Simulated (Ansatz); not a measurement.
# InCuW in the AlB2 type: lattice stability ahead of a resistivity run, part 3 of 3

The plan: relax InCuW in the AlB2 type, check its phonons, and, if the lattice is stable, compute its Eliashberg function and ρ(T).

Ansatz 0.2.0; DFT PBE, scalar-relativistic, plane waves, PAW; PAW set soft_1.

So far, highest frequency, solved or plainly interpolated (cm⁻¹): step 4 (phonons: q 2×2×2, k 4×4×6) 225; step 5 (k-mesh 6×6×8, q mesh 3×3×2) 224. Also lowest on path (cm⁻¹): step 4 -51.7; step 5 -57.1. The relaxed cell has a = 4.485, c = 2.836 Å (conventional setting).

The structure was built from a prototype and need not be the compound's stable phase.

**6. Electron–phonon run: q 3×3×2, k 6×6×8, scattering 8×8×12**

Phonons, couplings and the Boltzmann equation in one run.

input.yaml reads:

```yaml
crystal:
  lattice:
    - [4.4845060147, 0.0, 0.0]
    - [-2.2422530074, 3.8836961321, 0.0]
    - [0.0, 0.0, 2.8361911267]
  atoms:
    - { symbol: W, position: [0.0, 0.0, 0.0] }
    - { symbol: In, position: [0.3333333333, 0.6666666667, 0.5] }
    - { symbol: Cu, position: [0.6666666667, 0.3333333333, 0.5] }
kpoints:
  mp_grid: { grid: [6, 6, 8] }
hamiltonian:
  xc: pbe
  pseudopotentials: { kind: paw, azcp: { folder: soft_1 } }
scf:
  occupations: { method: methfessel_paxton, width: 0.2 }
output:
  eigenvalues: true
phonons:
  method: dfpt
  qmesh: [3, 3, 2]
  temperatures: { t_max: 1000, t_step: 50 }
  qpath:
    path:
      - [[0.0, 0.0, 0.0], [0.5, 0.0, 0.0], [0.33333333, 0.33333333, 0.0], [0.0, 0.0, 0.0], [0.0, 0.0, 0.5], [0.5, 0.0, 0.5], [0.33333333, 0.33333333, 0.5], [0.0, 0.0, 0.5]]
      - [[0.5, 0.0, 0.5], [0.5, 0.0, 0.0]]
      - [[0.33333333, 0.33333333, 0.5], [0.33333333, 0.33333333, 0.0]]
    npoints: 10
  electrical_resistivity:
    mesh: [8, 8, 12]
    temperatures: [20.0, 50.0, 77.0, 100.0, 150.0, 200.0, 300.0, 400.0, 600.0, 800.0]
```

Run with:

```console
> ansatz run input.yaml --threads 4 --pin off --max-ram 12288MiB --backend cpu --events-out ev --progress --plain --runs-dir out
```

The log of the run:

```text
[the first part of the log is left out]
  E_xc         = -478.776495
  E_vxc        = -408.923731  (∫ρ·V_xc dr)
  E_paw        = -14601.481815  (= ΣΔE_a)
  E_vpaw       = -1179.553485  (= ΣTr[D̂ρ^β])
  E_aug_tail   = 0.001295  (compensation charges beyond the density's cutoff)
  E_ewald      = -5830.833496
  E_smearing   = -0.004824  (= −TS)
  E_closure    = 0.000000  (closes the sum)
  Σ components = -22607.146811   (vs F -22607.146811, Δ=0.00e0)
--- Band table (eV; the first three rows and the last of 35) ---
  k-point 0: bands = ["-96.0983", "-57.3833", "-53.5158", "-53.5158", "-53.3661", "-21.6460", "-21.6460", "-21.1165", "1.7001", "2.3260", "2.3260", "2.5631", "2.5631", "6.4703", "12.7509", "12.7509", "12.9379", "14.0674", "14.0674", "14.1380", "14.1866", "14.1866", "18.4532", "18.8032", "18.8032", "19.8653", "19.8653", "22.9927"]
  k-point 1: bands = ["-96.0982", "-57.3779", "-53.5156", "-53.5156", "-53.3683", "-21.6360", "-21.6360", "-21.2113", "1.8465", "2.3307", "2.3307", "2.4858", "2.4858", "6.8123", "12.7975", "12.7975", "13.1407", "13.7823", "13.7823", "14.6223", "14.6223", "14.6277", "17.6668", "17.6668", "18.6131", "21.1283", "21.1283", "22.3777"]
  k-point 2: bands = ["-96.0979", "-57.3649", "-53.5152", "-53.5152", "-53.3736", "-21.6120", "-21.6120", "-21.4352", "2.2005", "2.3020", "2.3020", "2.3461", "2.3461", "7.8177", "12.8393", "12.8393", "13.4725", "13.4903", "13.4903", "15.4128", "15.4128", "15.7947", "16.4839", "16.4839", "19.1216", "20.1164", "22.2624", "22.2624"]
  k-point 34: bands = ["-96.0974", "-57.3463", "-53.5146", "-53.5146", "-53.3813", "-21.7391", "-21.5811", "-21.5805", "2.0380", "2.0786", "2.3927", "2.3998", "2.7261", "11.9045", "12.0330", "12.7601", "13.0977", "13.5275", "13.7201", "14.4596", "14.9290", "15.4385", "16.2218", "17.4315", "18.9277", "18.9779", "19.6922", "20.7220"]
--- Phonons (Γ-DFPT): 6 representative perturbations + reference (Σ response iterations 26) ---
  ASR residual: 1.107e-4 → 0.000e0 eV/Å²; symmetrization residual: 4.294e-7 eV/Å²
  ASR residual per site (eV/Å²): 1.11e-4 9.99e-5 5.00e-5
  Γ frequencies (cm⁻¹): 0.00 0.00 0.00 46.60 107.82 133.02 133.02 213.37 213.37
--- Phonons (arbitrary-q DFPT): 6 irreducible q on the 3×3×2 mesh ---
  q = [0.0000, 0.0000, 0.0000] (star 1, of the zone-centre solve; hermiticity 8.01e-8, symmetrization 2.79e-10): -0.00 -0.00 0.00 46.60 107.82 133.02 133.02 213.37 213.37
  q = [0.0000, 0.0000, -0.5000] (star 1, 6 solved perturbations in 300 linear systems a pass and spin channel, the states on 65 of 288 k-point pairs; hermiticity 6.34e-8, symmetrization 1.15e-9): -46.97 75.93 94.14 94.14 130.08 130.08 204.34 204.34 209.03
  q = [0.0000, 0.3333, 0.0000] (star 6, 9 solved perturbations on 105 of 288 k-point pairs; hermiticity 7.00e-8, symmetrization 2.48e-10): 35.43 45.30 59.64 95.07 97.39 115.75 129.18 197.98 221.14
  q = [0.0000, 0.3333, -0.5000] (star 6, 9 solved perturbations on 105 of 288 k-point pairs; hermiticity 4.74e-8, symmetrization 1.78e-9): -44.60 77.12 83.42 103.65 121.80 130.69 191.88 208.73 210.38
  q = [0.3333, 0.3333, 0.0000] (star 2, 6 solved perturbations in 465 linear systems a pass and spin channel, the states on 105 of 288 k-point pairs; hermiticity 3.34e-8, symmetrization 5.39e-9): 49.58 51.54 59.16 72.24 77.91 103.91 169.95 184.01 222.14
  q = [0.3333, 0.3333, -0.5000] (star 2, 6 solved perturbations in 465 linear systems a pass and spin channel, the states on 105 of 288 k-point pairs; hermiticity 3.18e-8, symmetrization 6.67e-9): -57.08 81.41 93.06 95.89 106.64 152.11 165.16 212.42 216.52
  sum rule: each row above includes the acoustic sum rule's correction from the zone centre's row sums; it moved no ω² by more than (0.49 cm⁻¹)²
  mesh force constants: q→R imaginary residual 0.00e0; ASR residual 1.107e-4 → 0.000e0 eV/Å²; symmetrization residual 1.243e-14 eV/Å²
  interpolated dispersion: 93 rows × 9 modes
  density of states and harmonic sums: on the 18×18×22 q-mesh, interpolated from the force constants of a 3×3×2 supercell (no non-analytic term)
  largest difference from the sums on the solved wave vectors: F 6.40e-2 eV, S 8.65e-5 and C_V 2.25e-5 eV/K
  zero-point energy: 0.066004 eV/cell   skipped modes (ω ≤ 0): 187, of them read as no rigid motion or as one in doubt: 184 (4.054e-1 modes/cell left out, lowest -57.08 cm⁻¹)   left out of the sums: 4.51e-2 of the cell's modes: C_V's classical limit lies that fraction below 3 k_B per atom; for a crystal, a wire or a layer, F and S can be off by more, and a phonons.interpolated_qmesh denser along its periods is the remedy for the sampling
Error: electrical resistivity: the mode of lowest frequency at the wavevector [0.2500, 0.3750, -0.5000] is imaginary, -55.40 cm⁻¹ (written negative): the force constants describe an unstable lattice; relax the structure, enlarge phonons.supercell (under dfpt, kpoints.mp_grid), or, with a block electrical_resistivity or superconductivity, name a file of force constants under which the crystal is stable (phonons.electron_phonon_force_constants)
The harmonic force constants that this run solved are whole in <dir>
```

The job ended after 3.1 min (4 threads of Arm Neoverse V1, shared host; peak memory 0.75 GiB).

The run ended with an error.

The program's message: “electrical resistivity: the mode of lowest frequency at the wavevector [0.2500, 0.3750, -0.5000] is imaginary, -55.40 cm⁻¹ (written negative): the force constants describe an unstable lattice; relax t …”

The run stops because a mode is imaginary on the scattering mesh, where no scattering rate is defined; denser k meshes, other smearings and, between solved wavevectors, finer q meshes show whether the instability is real.

**7. Outcome**

* phonon run of the rows without a label of their own: PBE, q 3×3×2, k 6×6×8
* softest mode on the q mesh: -57.1 cm⁻¹ at q = (-0.333, -0.333, 0.5)
* highest frequency, solved or plainly interpolated: 224 cm⁻¹

In words: The lattice is dynamically unstable at this level: a mode at q = (-0.333, -0.333, 0.5) is imaginary, 57.1i cm⁻¹, so no harmonic coupling constant or resistivity is defined for this structure. These meshes are coarse, and single modes of a metal can move by tens of cm⁻¹ with the k mesh. The coarser mesh found an imaginary mode at another wavevector, which this mesh lacks. Spin–orbit coupling, left out here, matters for W. The phonon runs are not spin-polarised. The structure was built by hand as an ordered model, and its stability against other phases was not tested.

[Logs are printed without paths, hosts, clocks, repeated set-up lines and the standing remarks that a program may print on its own settings, such as how far it seeks lower states.]

[Hosts, paths, dates, database ids (printed as entryN), source tags and the programs' standing remarks are cut or masked in the printed files.]
